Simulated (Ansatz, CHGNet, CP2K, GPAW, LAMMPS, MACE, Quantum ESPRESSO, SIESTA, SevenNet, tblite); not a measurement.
## Ga2O3 with crystalline order left by the classical run (95 atoms): runs against a plane-wave reference

Density of this cell: 6.19 g/cm³. The cell holds 95 atoms: 38 Ga and 57 O. Its edges and angles: a = 9.848 Å, b = 9.848 Å, c = 9.848 Å, α = 90.0°, β = 90.0°, γ = 90.0°. 95 atoms (38 Fe, 57 O) placed at random at 5.32 g/cm³, melted at 5000 K for 10 ps at fixed volume with the Morse and Coulomb pair potential with partial charges (Pedone, Malavasi, Menziani, Cormack and Segre, J. Phys. Chem. B 110, 11780 (2006)). Quenched from 5000 K to 300 K at 50 K/ps and fixed volume, held 5 ps, then minimised at fixed cell. Then Fe was replaced by Ga and the cell scaled by 1.003 (the potential has no terms for the new elements, so the cell is a start for a DFT relaxation).

Geometry: as built.

The reference, a calculation:

```
method                                           : Kohn-Sham DFT, PBE, PAW, plane waves (Ansatz 0.2.0); cutoff 420 eV, Γ point, fermi-dirac smearing of 0.05 eV; PAW set soft_2
r.m.s. force component                           : 0.3357 eV/Å
longest force                                    : 1.186 eV/Å
pressure                                         : -2.744 GPa
gap (highest filled to lowest empty level) : 0.9257 eV
SCF cycles                                       : 8
time                                             : 27 s on 4 threads of Arm Neoverse V1, shared host
CPU time                                         : 1.7 min
```

Q: Estimate the differences from the reference, the CPU time and the memory of each run.
- CP2K PBE, DZVP-UZH, 800/50 Ry, diagonalisation (CP2K 2026.2; 4 MPI ranks)
- CHGNet 0.3.0 potential (CHGNet 0.3.0; 1 thread)
- MACE MP-0b3 medium potential (MACE MP-0b3 medium; 1 thread)
- QE PBE, sssp-1.3.0-efficiency, 25/200 Ry (Quantum ESPRESSO 7.5; 2 MPI ranks)
- QE PBE, sssp-1.3.0-efficiency, 60/480 Ry (Quantum ESPRESSO 7.5; 4 MPI ranks)
- SevenNet l3i5 potential (SevenNet l3i5; 1 thread)
- GPAW PBE, LCAO dzp, h 0.18 Å (GPAW 26.7.0; 2 MPI ranks)
- GPAW PBE, LCAO sz(dzp), h 0.18 Å (GPAW 26.7.0; 1 thread)
- SIESTA PBE, DZ, shift 0.01 Ry, mesh 500 Ry (SIESTA 5.4.2; 2 MPI ranks)
- SIESTA PBE, DZP, shift 0.01 Ry, mesh 500 Ry (SIESTA 5.4.2; 4 MPI ranks)

Differences are against the plane-wave reference, forces as r.m.s. over components; share is that over the reference's r.m.s. force, slope the least-squares factor from reference forces to these. Total energies of different programs have different zeros and aren't compared.

```csv
run,"Δ force, r.m.s. (meV/Å)",share (%),slope,Δ pressure (GPa),Δ gap (eV),cores,CPU time,memory (GiB)
reference,-,-,-,-,-,4,1.7 min,1.6
"CP2K PBE, DZVP-UZH, 800/50 Ry, diagonalisation",45.3,13.5,0.994,2.55,-0.0629,4,17 min,7.4
CHGNet 0.3.0 potential,103,30.7,0.922,-0.192,-,1,4.9 s,2.0
MACE MP-0b3 medium potential,79.0,23.5,0.914,-0.0607,-,1,9.9 s,1.3
"QE PBE, sssp-1.3.0-efficiency, 25/200 Ry (coarse)",372,111,0.775,-90.5,-,2,7.7 min,0.99
"QE PBE, sssp-1.3.0-efficiency, 60/480 Ry",18.1,5.39,0.995,-0.291,-0.0138,4,36 min,3.8
SevenNet l3i5 potential,58.8,17.5,1.022,0.134,-,1,13 s,2
"GPAW PBE, LCAO dzp, h 0.18 Å",299,89.0,0.903,-,-0.141,2,6.9 min,2.2
"GPAW PBE, LCAO sz(dzp), h 0.18 Å (coarse)",345,103,0.955,-,-0.453,1,90 s,1.4
"SIESTA PBE, DZ, shift 0.01 Ry, mesh 500 Ry (coarse)",147,43.9,0.952,1.34,-0.183,2,4.9 min,2.0
"SIESTA PBE, DZP, shift 0.01 Ry, mesh 500 Ry",108,32.1,1.011,2.04,-0.116,4,15 min,3.7
```

Rows marked coarse were listed beforehand as settings not expected to be converged; some can still land near the reference.

Times of the machine-learned potentials are mostly Python's start and the loading of weights.

CPU time is summed over cores on a shared host, where runs went side by side, so it is rough. Symmetry, cutoffs, thresholds, outputs and thread counts weren't matched or tuned between programs; memory under MPI is the largest rank's times the ranks.

PBE on plane waves or a grid with other potentials, cutoffs or grids, coarse settings apart, differs from the reference by 5.4 % (QE PBE, sssp-1.3.0-efficiency, 60/480 Ry) of the r.m.s. force; this holds the reference's own error, so differences of a few per cent don't tell which side is nearer the exact PBE result (QE's 60 Ry are 816 eV, against the reference's 420 eV). The PBE runs in local orbitals, coarse settings apart, differ by 13 % (CP2K PBE, DZVP-UZH, 800/50 Ry, diagonalisation) to 89 % (GPAW PBE, LCAO dzp, h 0.18 Å); basis, grid and potentials can all enter. Machine-learned potentials differ by 17 % (SevenNet l3i5 potential) to 31 % (CHGNet 0.3.0 potential); they were trained on other programs' data. Runs with settings chosen to be coarse differ by 44 % (SIESTA PBE, DZ, shift 0.01 Ry, mesh 500 Ry) to 111 % (QE PBE, sssp-1.3.0-efficiency, 25/200 Ry), their programs' other errors included. Machine-learned potentials mimic data converged in k, so the reference's own k-point error enters their differences. The network of bonds at the start is that of the classical potential that made the cell, and needn't be the one that DFT or experiment would give. The electronic-structure runs sample only Γ, in a cell whose shortest periodic width is 10 Å.

[Logs are printed without paths, hosts, clocks, repeated set-up lines and the standing remarks that a program may print on its own settings, such as how far it seeks lower states.]

[Hosts, paths, dates, database ids (printed as entryN), source tags and the programs' standing remarks are cut or masked in the printed files.]
